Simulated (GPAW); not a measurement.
# Polarising N/W(110) with a field along the normal

The dipole of the cell at several fields, atoms fixed. What does the strongest field give, and what length does the slope stand for?

How it was computed: GPAW 26.7.0, plane waves (500 eV), PAW setups, PBE, 12×12 mesh, a dipole layer in the vacuum; geometry relaxed without an applied field with GPAW. The cell's area is 7.06 Å², and e/ε0 = 180.95 V Å.

What came out, but for one run:

| field (V/Å) | dipole (e Å) |
| --- | --- |
| −0.2 | −0.1469 |
| −0.1 | −0.1056 |
| −0.05 | −0.0850 |
| 0.05 | −0.0436 |
| 0.1 | −0.0229 |
| 0.2 | 0.0186 |
| 0.3 | ? |

To predict: What is the dipole at 0.3 V/Å?

Worked answer. A line through the 6 points has the slope α = 0.414 e Å per V/Å and the intercept p₀ = −0.0642 e Å (r.m.s. residual 6.4e−05). At 0.3 V/Å it gives p = −0.0642 + 0.414 × 0.3 = 0.0599 e Å; the run gives 0.0602 e Å, so the response stays linear to 0.2 % of the induced part. Dividing by ε0 and the area: α/(ε0 A) = 0.414 × 180.95 / 7.06 = 10.60 Å, against 7.89 Å between the outer nuclei.

**Limits.** This is the electronic response alone; ions that move would add to it in polar layers. No run was spin-polarised, so magnetic states weren't tested. Spin-orbit coupling is left out, which matters for the heavier atoms here.
